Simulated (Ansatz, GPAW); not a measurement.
# RbGeF3 (model structure): optical spectrum from first principles

Wanted: where RbGeF3 (model structure) starts to absorb, how strongly, and its refractive index. The cell was made here by substitution or stacking, whether or not such a phase is known. It was built so: All Cs replaced by Rb and Pb replaced by Ge in the Pm-3m structure of CsPbF3. The cell is first relaxed with Ansatz.

Program: GPAW 26.7.0. Level of theory: DFT, RPBE, plane-wave PAW (GPAW data sets), scalar-relativistic, RPA, optical limit. Results are calculated unless marked as measured.

## (1) The starting structure

The structure is cubic, space group Pm-3m (No. 221). The conventional cell has a = 4.392 Å, b = 4.392 Å, c = 4.392 Å, α = 90.00°, β = 90.00°, γ = 90.00°. Rb has 12 F at 3.11 Å nearest. Nearest to Ge lie 6 F at 2.20 Å. F has 2 Ge at 2.20 Å and 4 Rb at 3.11 Å nearest. All Cs replaced by Rb and Pb replaced by Ge in the Pm-3m structure of CsPbF3. Farther neighbours and most contacts between anions are not listed.

Coordinates:

```cif
data_structure
_symmetry_space_group_name_H-M 'P 1'
_symmetry_Int_Tables_number 1
_cell_length_a 4.3918
_cell_length_b 4.3918
_cell_length_c 4.3918
_cell_angle_alpha 90.000
_cell_angle_beta 90.000
_cell_angle_gamma 90.000
_cell_volume 84.71
loop_
_atom_site_label
_atom_site_type_symbol
_atom_site_fract_x
_atom_site_fract_y
_atom_site_fract_z
_atom_site_occupancy
Rb1 Rb 0.50000 0.50000 0.50000 1
Ge2 Ge 0.00000 0.00000 0.00000 1
F3 F 0.00000 0.00000 0.50000 1
F4 F 0.00000 0.50000 0.00000 1
F5 F 0.50000 0.00000 0.00000 1
```

## (2) Relaxation

Spectra hang on bond lengths, so the cell is first brought to its minimum.

This step: DFT, RPBE, plane-wave PAW, default files, scalar-relativistic, relaxation (Ansatz 0.2.0).

input.yaml reads:

```yaml
crystal:
  lattice:
    - [4.39179465, 0.0, 0.0]
    - [0.0, 4.39179465, 0.0]
    - [0.0, 0.0, 4.39179465]
  atoms:
    - { symbol: Rb, position: [0.5, 0.5, 0.5] }
    - { symbol: Ge, position: [0.0, 0.0, 0.0] }
    - { symbol: F, position: [0.0, 0.0, 0.5] }
    - { symbol: F, position: [0.0, 0.5, 0.0] }
    - { symbol: F, position: [0.5, 0.0, 0.0] }
kpoints:
  mp_grid: { grid: [5, 5, 5] }
scf:
  occupations: { method: fermi_dirac, width: 0.05 }
hamiltonian:
  xc: rpbe
output:
  forces: true
  stress: true
relax:
  f_tol: 0.02
  max_steps: 50
  cell: {}
```

The run is started by

```console
$ ansatz run input.yaml --threads 1 --pin off --max-ram 4096MiB --backend cpu --events-out ev --progress --plain --runs-dir out
```

Numbers of over 12 decimals in the logs are rounded to 6 here.

The program printed:

```text
Engine: ansatz 0.2.0, aarch64-unknown-linux-gnu
Pseudopotentials: kind: paw
Pseudopotential: Rb, paw, valence charge 9, recommended cutoff 420 eV (normal), Rb.paw.azcp
Pseudopotential: Ge, paw, valence charge 14, recommended cutoff 420 eV (normal), Ge.paw.azcp
Pseudopotential: F, paw, valence charge 7, recommended cutoff 420 eV (normal), F.paw.azcp
Functional definition: RPBE
  parameter kappa = 0.804
  parameter beta = 0.066725
  exchange = rpbe_x(kappa = kappa, mu = beta*pi^2/3)
  correlation = pbe_c(beta = beta)
Crystal: 5 atoms, lattice volume = 84.708 Å³
Basis set: ecut = 420 eV, 1647 PW (Γ), exchange–correlation on 60×60×60 points (8 copies of the dense FFT grid, shifted against one another)
Bands: 27, of which v1, the nominal top of the filled ones, is band 22 counted from 1 (21 counted from 0)
Symmetry: 48 space group operations
Space group: Pm-3m (ITA 221), of the structure as read, at distance tolerance 4.4e-5 Å
k-points: 10 of 125
Non-local potential: Rb, projectors of the file, l = 0: 3, l = 1: 2, l = 2: 2
Non-local potential: Ge, projectors of the file, l = 0: 2, l = 1: 2, l = 2: 3, l = 3: 1
Non-local potential: F, projectors of the file, l = 0: 2, l = 1: 2, l = 2: 1
PAW form: soft (Blöchl's): semilocal exchange-correlation on the pseudo side does not see the compensation charge
PAW frozen core: Rb, regenerated for the run's functional, and the local potential with it (the file was generated under x = pbe(κ = 0.804, μ = 0.219515), c = pbe(β = 0.066725))
PAW frozen core: Ge, regenerated for the run's functional, and the local potential with it (the file was generated under x = pbe(κ = 0.804, μ = 0.219515), c = pbe(β = 0.066725))
PAW frozen core: F, regenerated for the run's functional, and the local potential with it (the file was generated under x = pbe(κ = 0.804, μ = 0.219515), c = pbe(β = 0.066725))
PAW one-centre angular grid: Rb, 110 points (default); XC on 64 Gauss nodes
PAW one-centre angular grid: Ge, 590 points (default); XC on 64 Gauss nodes
PAW one-centre angular grid: F, 110 points (default); XC on 64 Gauss nodes
Initial density: superposition of atomic densities (neutral atoms: chi_scale 0, normalization atom), corrected by the library's trained network
Initial wavefunctions: pseudopotential atomic-orbital guess
Functional: x = rpbe, c = pbe(β = 0.066725)
SCF iter   1: F=—  HF=-10009.253706 eV  |F-HF|=—  |Δ(HF+E_count)|=         —  Δρ=5.05e-3  dr2=2.08e-2  ethr=1.77e-3  ⟨swp⟩=6.2  Hψ=1231  notcnv=0
preconditioner: auto → Resta (q_TF=auto, 2.446 Å⁻¹)  ε∞=2.9  [insulator: Δε(μ)=2.953 eV  Ē_g=19.360 eV  σ=0.050 eV  W_gap=1.00  n_scr=18 (ndim 8)  ℏωp=26.8 eV  f_vac=0.063  D(μ)=0.00/eV (n_scr^D=0)  ε∞_Penn≈2.9]
SCF iter   2: F=—  HF=-10009.249666 eV  |F-HF|=—  |Δ(HF+E_count)|=   4.04e-3  Δρ=2.49e-3  dr2=1.82e-3  ethr=4.72e-5  ⟨swp⟩=2.5  Hψ=547  notcnv=0  defer=7
SCF iter   3: F=—  HF=-10009.249677 eV  |F-HF|=—  |Δ(HF+E_count)|=   1.03e-5  Δρ=1.01e-3  dr2=6.16e-4  ethr=4.14e-6  ⟨swp⟩=2.1  Hψ=354  notcnv=0  defer=7
SCF iter   4: F=—  HF=-10009.249861 eV  |F-HF|=—  |Δ(HF+E_count)|=   1.84e-4  Δρ=4.13e-4  dr2=9.46e-5  ethr=1.40e-6  ⟨swp⟩=2.8  Hψ=464  notcnv=0  defer=7
SCF iter   5: F=—  HF=-10009.250240 eV  |F-HF|=—  |Δ(HF+E_count)|=   3.79e-4  Δρ=9.49e-5  dr2=7.88e-6  ethr=2.15e-7  ⟨swp⟩=2.0  Hψ=427  notcnv=0  defer=7
SCF iter   6: F=—  HF=-10009.250253 eV  |F-HF|=—  |Δ(HF+E_count)|=   1.29e-5  Δρ=1.58e-5  dr2=3.08e-7  ethr=1.79e-8  ⟨swp⟩=2.1  Hψ=409  notcnv=0  defer=7
SCF iter   7: F=-10009.250253 eV  HF=-10009.250253 eV  |F-HF|=1.03e-8  |Δ(HF+E_count)|=   7.39e-7  Δρ=2.72e-6  dr2=1.26e-8  ethr=2.27e-10  ⟨swp⟩=4.8  Hψ=996  notcnv=0
SCF 1 converged in 7 iterations: F = -10009.250253 eV  dr2 = 1.26e-8
  greatest PAW one-centre occupation: 0.999 electrons in one spin orbital (limit 2), on the Ge atom at site 1 (counted from 0), in its partial waves of l = 2
relax step   1: F+E_penalty+E_count = -10009.25025346 eV  Δ(F+E_penalty+E_count) = +0.000e0 eV  max|allowed force component| = 4.778e-29 eV/Å  Δτ_max = 0.0000 Å  P = +6.955 GPa  Ω = 84.708 Å³  (7 SCF iters, dr2 threshold 1.00e-7 eV, accepted)
Crystal: 5 atoms, lattice volume = 92.930 Å³
Basis set: ecut = 420 eV, 1839 PW (Γ), exchange–correlation on 60×60×60 points (8 copies of the dense FFT grid, shifted against one another)
Initial density: handed on by an earlier stage of this run
Initial wavefunctions: those handed on with the density
iter 1 solved again at ethr=1.84e-4 eV; its pass at ethr=3.10e-3 eV (dr2=8.10e-2 eV) is discarded
SCF iter   1: F=—  HF=-10009.447326 eV  |F-HF|=—  |Δ(HF+E_count)|=         —  Δρ=7.76e-3  dr2=8.25e-2  ethr=1.84e-4  ⟨swp⟩=1.0  Hψ=1417  notcnv=0
preconditioner: auto → Resta (q_TF=auto, 2.409 Å⁻¹)  ε∞=2.8  [insulator: Δε(μ)=3.270 eV  Ē_g=18.837 eV  σ=0.050 eV  W_gap=1.00  n_scr=26 (ndim 8)  ℏωp=25.6 eV  f_vac=0.116  D(μ)=0.00/eV (n_scr^D=0)  ε∞_Penn≈2.8]
SCF iter   2: F=—  HF=-10009.422741 eV  |F-HF|=—  |Δ(HF+E_count)|=   2.46e-2  Δρ=4.90e-3  dr2=1.29e-2  ethr=1.84e-4  ⟨swp⟩=2.7  Hψ=480  notcnv=0
SCF iter   3: F=—  HF=-10009.418683 eV  |F-HF|=—  |Δ(HF+E_count)|=   4.06e-3  Δρ=1.70e-3  dr2=3.99e-3  ethr=2.94e-5  ⟨swp⟩=2.6  Hψ=513  notcnv=0
SCF iter   4: F=—  HF=-10009.417510 eV  |F-HF|=—  |Δ(HF+E_count)|=   1.17e-3  Δρ=3.76e-4  dr2=9.52e-5  ethr=9.07e-6  ⟨swp⟩=2.0  Hψ=422  notcnv=0
SCF iter   5: F=—  HF=-10009.418822 eV  |F-HF|=—  |Δ(HF+E_count)|=   1.31e-3  Δρ=7.39e-5  dr2=2.36e-6  ethr=2.16e-7  ⟨swp⟩=2.0  Hψ=489  notcnv=0
SCF iter   6: F=-10009.418827 eV  HF=-10009.418827 eV  |F-HF|=4.30e-7  |Δ(HF+E_count)|=   4.25e-6  Δρ=2.25e-5  dr2=3.66e-7  ethr=1.14e-9  ⟨swp⟩=5.0  Hψ=1016  notcnv=0
SCF 2 converged in 6 iterations: F = -10009.418827 eV  dr2 = 3.66e-7
relax step   2: F+E_penalty+E_count = -10009.41882697 eV  Δ(F+E_penalty+E_count) = -1.686e-1 eV  max|allowed force component| = 3.349e-30 eV/Å  Δτ_max = 0.0000 Å  P = +0.669 GPa  Ω = 92.930 Å³  energy of the carried Pulay correction = -1.761e-2 eV  (6 SCF iters, dr2 threshold 5.00e-7 eV, accepted)
Crystal: 5 atoms, lattice volume = 93.899 Å³
iter 1 solved again at ethr=2.21e-6 eV; its pass at ethr=3.10e-3 eV (dr2=9.71e-4 eV) is discarded
SCF iter   1: F=—  HF=-10009.418083 eV  |F-HF|=—  |Δ(HF+E_count)|=         —  Δρ=8.84e-4  dr2=1.03e-3  ethr=2.21e-6  ⟨swp⟩=2.0  Hψ=1340  notcnv=0
preconditioner: auto → Resta (q_TF=auto, 2.404 Å⁻¹)  ε∞=2.8  [insulator: Δε(μ)=3.209 eV  Ē_g=18.796 eV  σ=0.050 eV  W_gap=1.00  n_scr=26 (ndim 8)  ℏωp=25.4 eV  f_vac=0.110  D(μ)=0.00/eV (n_scr^D=0)  ε∞_Penn≈2.8]
SCF iter   2: F=—  HF=-10009.417785 eV  |F-HF|=—  |Δ(HF+E_count)|=   2.98e-4  Δρ=5.53e-4  dr2=1.57e-4  ethr=2.21e-6  ⟨swp⟩=2.1  Hψ=456  notcnv=0
SCF iter   3: F=—  HF=-10009.419047 eV  |F-HF|=—  |Δ(HF+E_count)|=   1.26e-3  Δρ=1.88e-4  dr2=4.85e-5  ethr=3.57e-7  ⟨swp⟩=3.0  Hψ=531  notcnv=0
SCF iter   4: F=—  HF=-10009.419035 eV  |F-HF|=—  |Δ(HF+E_count)|=   1.13e-5  Δρ=4.37e-5  dr2=1.34e-6  ethr=1.10e-7  ⟨swp⟩=2.1  Hψ=416  notcnv=0
SCF iter   5: F=-10009.419037 eV  HF=-10009.419037 eV  |F-HF|=2.07e-8  |Δ(HF+E_count)|=   1.71e-6  Δρ=1.28e-5  dr2=6.50e-8  ethr=1.14e-9  ⟨swp⟩=4.0  Hψ=970  notcnv=0
SCF 3 converged in 5 iterations: F = -10009.419037 eV  dr2 = 6.50e-8
relax step   3: F+E_penalty+E_count = -10009.41903703 eV  Δ(F+E_penalty+E_count) = -2.101e-4 eV  max|allowed force component| = 1.348e-29 eV/Å  Δτ_max = 0.0000 Å  P = +0.055 GPa  Ω = 93.899 Å³  energy of the carried Pulay correction = -1.958e-2 eV  (5 SCF iters, dr2 threshold 5.00e-7 eV, accepted)
[...]
relax step   4: F+E_penalty+E_count = -10009.41887607 eV  Δ(F+E_penalty+E_count) = +1.610e-4 eV  max|allowed force component| = 1.646e-29 eV/Å  Δτ_max = 0.0000 Å  P = +0.001 GPa  Ω = 93.986 Å³  energy of the carried Pulay correction = -1.976e-2 eV  (5 SCF iters, dr2 threshold 7.47e-9 eV, accepted)
[...]
relax step   5: F+E_penalty+E_count = -10009.46049548 eV  Δ(F+E_penalty+E_count) = -4.162e-2 eV  max|allowed force component| = 1.730e-29 eV/Å  Δτ_max = 0.0000 Å  P = +0.848 GPa  Ω = 93.986 Å³  stress off target by 8.48e-1 GPa  SCF on the basis re-selected at this cell (its energy is not comparable with the rows above)  (9 SCF iters)
[...]
relax step   6: F+E_penalty+E_count = -10009.46174357 eV  Δ(F+E_penalty+E_count) = -1.248e-3 eV  max|allowed force component| = 4.944e-30 eV/Å  Δτ_max = 0.0000 Å  P = +0.156 GPa  Ω = 95.388 Å³  energy of the carried Pulay correction = -3.107e-3 eV  (5 SCF iters, dr2 threshold 5.00e-7 eV, accepted)
[...]
relax step   7: F+E_penalty+E_count = -10009.46114621 eV  Δ(F+E_penalty+E_count) = +5.974e-4 eV  max|allowed force component| = 2.531e-30 eV/Å  Δτ_max = 0.0000 Å  P = +0.008 GPa  Ω = 95.703 Å³  energy of the carried Pulay correction = -3.865e-3 eV  (5 SCF iters, dr2 threshold 6.06e-8 eV, accepted)
iter 1 solved again at ethr=1.44e-7 eV; its pass at ethr=3.10e-3 eV (dr2=6.36e-5 eV) is discarded
SCF iter   1: F=—  HF=-10009.459996 eV  |F-HF|=—  |Δ(HF+E_count)|=         —  Δρ=3.58e-4  dr2=6.64e-6  ethr=1.44e-7  ⟨swp⟩=4.1  Hψ=1999  notcnv=0
preconditioner: auto → Resta (q_TF=auto, 2.397 Å⁻¹)  ε∞=2.8  [insulator: Δε(μ)=3.240 eV  Ē_g=18.702 eV  σ=0.050 eV  W_gap=1.00  n_scr=26 (ndim 8)  ℏωp=25.2 eV  f_vac=0.115  D(μ)=0.00/eV (n_scr^D=0)  ε∞_Penn≈2.8]
SCF iter   2: F=—  HF=-10009.463889 eV  |F-HF|=—  |Δ(HF+E_count)|=   3.89e-3  Δρ=1.76e-4  dr2=2.70e-6  ethr=1.51e-8  ⟨swp⟩=2.0  Hψ=490  notcnv=0
SCF iter   3: F=—  HF=-10009.464982 eV  |F-HF|=—  |Δ(HF+E_count)|=   1.09e-3  Δρ=8.54e-5  dr2=2.92e-7  ethr=6.13e-9  ⟨swp⟩=2.0  Hψ=397  notcnv=0
SCF iter   4: F=—  HF=-10009.465313 eV  |F-HF|=—  |Δ(HF+E_count)|=   3.31e-4  Δρ=5.50e-6  dr2=1.97e-8  ethr=6.64e-10  ⟨swp⟩=2.0  Hψ=490  notcnv=0
SCF iter   5: F=—  HF=-10009.465313 eV  |F-HF|=—  |Δ(HF+E_count)|=   4.19e-8  Δρ=1.34e-6  dr2=9.37e-10  ethr=4.48e-11  ⟨swp⟩=2.3  Hψ=428  notcnv=0
SCF iter   6: F=—  HF=-10009.465313 eV  |F-HF|=—  |Δ(HF+E_count)|=   5.71e-9  Δρ=5.57e-7  dr2=1.74e-10  ethr=2.13e-12  ⟨swp⟩=2.0  Hψ=480  notcnv=0
SCF iter   7: F=-10009.465313 eV  HF=-10009.465313 eV  |F-HF|=4.37e-11  |Δ(HF+E_count)|=  4.77e-10  Δρ=7.74e-8  dr2=2.75e-12  ethr=1.00e-12  ⟨swp⟩=4.3  Hψ=975  notcnv=0
SCF 8 converged in 7 iterations: F = -10009.465313 eV  dr2 = 2.75e-12
relax step   8: F+E_penalty+E_count = -10009.46531273 eV  Δ(F+E_penalty+E_count) = -4.167e-3 eV  max|allowed force component| = 4.122e-30 eV/Å  Δτ_max = 0.0000 Å  P = +0.034 GPa  Ω = 95.703 Å³  stress off target by 3.35e-2 GPa  SCF on the basis re-selected at this cell (its energy is not comparable with the rows above)  (7 SCF iters)
basis re-selected at this cell: Δ(F+E_penalty+E_count) = -4.167e-3 eV, ΔP = +0.026 GPa vs the last step (what re-selecting the basis moved, of the pressure what is left beyond the Pulay correction that the steps carried, after the strain that the cell walked since its last selection, with what the two solves' SCF thresholds leave and, on support functions, any second-order correction that the steps lacked; it is no m [...]
SCF converged after 7 iterations
Free energy (F): -10009.465313 eV
Harris-Foulkes:  -10009.465313 eV  (|F-HF|=4.37e-11)
Internal energy: -10009.465313 eV  (E = F + TS)
E sigma→0 (E₀):  -10009.465313 eV
Fermi energy:    5.911715 eV
--- Per-component energies (eV) ---
  E_band       = -379.296985
  E_kinetic    = 919.619128
  E_local      = -5171.844305  (includes V_loc(G=0)·N_el)
  E_nonlocal   = 799.131386
  E_hartree    = 2054.763399
  E_xc         = -448.548968
  E_vxc        = -509.107332  (∫ρ·V_xc dr)
  E_paw        = -5245.652282  (= ΣΔE_a)
  E_vpaw       = -526.629353  (= ΣTr[D̂ρ^β])
  E_aug_tail   = 0.006695  (compensation charges beyond the density's cutoff)
  E_ewald      = -2916.623938
  E_core_change = -0.316428  (= ΣΔE_core)
  E_smearing   = -0.000000  (= −TS)
  E_closure    = 0.000000  (closes the sum)
  Σ components = -10009.465313   (vs F -10009.465313, Δ=0.00e0)
--- Forces (eV/Å), atoms counted from 1 ---
  atom   1  Rb     0.00000000     0.00000000    -0.00000000
  atom   2  Ge    -0.00000000    -0.00000000    -0.00000000
  atom   3  F     -0.00000000    -0.00000000    -0.00000000
  atom   4  F     -0.00000000    -0.00000000    -0.00000000
  atom   5  F     -0.00000000     0.00000000    -0.00000000
  max |Σ_I F_I| component: 5.69e-30 eV/Å
--- Stress (GPa, compression-positive) ---
        0.033500       0.000000       0.000000
        0.000000       0.033500      -0.000000
        0.000000      -0.000000       0.033500
  P = ⅓ Tr σ = 0.0335 GPa (0.335 kbar)
--- Relaxed structure (6 steps of the walk, 6 accepted, 2 SCFs on fresh bases) ---
  F+E_penalty+E_count = -10009.46531273 eV   max|allowed force component| = 4.122e-30 eV/Å   (the final SCF, on the basis selected at the relaxed cell)
  cell:  # Å, volume = 95.7030 Å³
    - [4.574130, 0, 0]
    - [0, 4.574130, 0]
    - [0, 0, 4.574130]
  atoms:
    - { symbol: Rb, position: [0.5, 0.5, 0.5] }
    - { symbol: Ge, position: [0, 0, 0] }
    - { symbol: F, position: [0, 0, 0.5] }
    - { symbol: F, position: [0, 0.5, 0] }
    - { symbol: F, position: [0.5, 0, 0] }
```

Elapsed: 11 s, on 1 thread of Arm Neoverse V2, shared host; peak memory 0.34 GiB.

The steps of the relaxation:

| step | energy less that of the first step (eV) | largest force component (eV/Å) | pressure (GPa) | volume (Å³) |
| --- | --- | --- | --- | --- |
| 1 | 0.0000 | 0.0000 | 6.95 | 84.71 |
| 2 | -0.1686 | 0.0000 | 0.67 | 92.93 |
| 3 | -0.1688 | 0.0000 | 0.05 | 93.90 |
| 4 | -0.1686 | 0.0000 | 0.00 | 93.99 |
| 5* | -0.2102 | 0.0000 | 0.85 | 93.99 |
| 6 | -0.2115 | 0.0000 | 0.16 | 95.39 |
| 7 | -0.2109 | 0.0000 | 0.01 | 95.70 |
| 8* | -0.2151 | 0.0000 | 0.03 | 95.70 |

Relaxation steps marked * repeat the geometry before them on a plane-wave basis chosen anew for their cell, so energy and pressure can jump there.

Forces are held to the 48 operations that the run works with; a distortion that breaks them can't arise in this run.

| conventional cell, symmetrised | before | after | change |
| --- | --- | --- | --- |
| a (Å) | 4.392 | 4.574 | +4.2 % |
| b (Å) | 4.392 | 4.574 | +4.2 % |
| c (Å) | 4.392 | 4.574 | +4.2 % |
| volume (Å³/atom) | 16.94 | 19.14 | +13.0 % |

The relaxed structure:

```
Rb Ge F
1.0
     4.57413    0.00000    0.00000
     0.00000    4.57413    0.00000
     0.00000    0.00000    4.57413
Rb Ge F
1 1 3
Direct
  0.50000 0.50000 0.50000
  0.00000 0.00000 0.00000
  0.00000 0.00000 0.50000
  0.00000 0.50000 0.00000
  0.50000 0.00000 0.00000
```

The relaxation ends with a pressure of 0.03 GPa.

[end of part 1 of 3]

[Machine, clock and banner lines and Python warnings are left out of the logs.]

[Logs are printed without paths, hosts, clocks, repeated set-up lines and the standing remarks that a program may print on its own settings, such as how far it seeks lower states.]

[Hosts, paths, dates, database ids (printed as entryN), source tags and the programs' standing remarks are cut or masked in the printed files.]
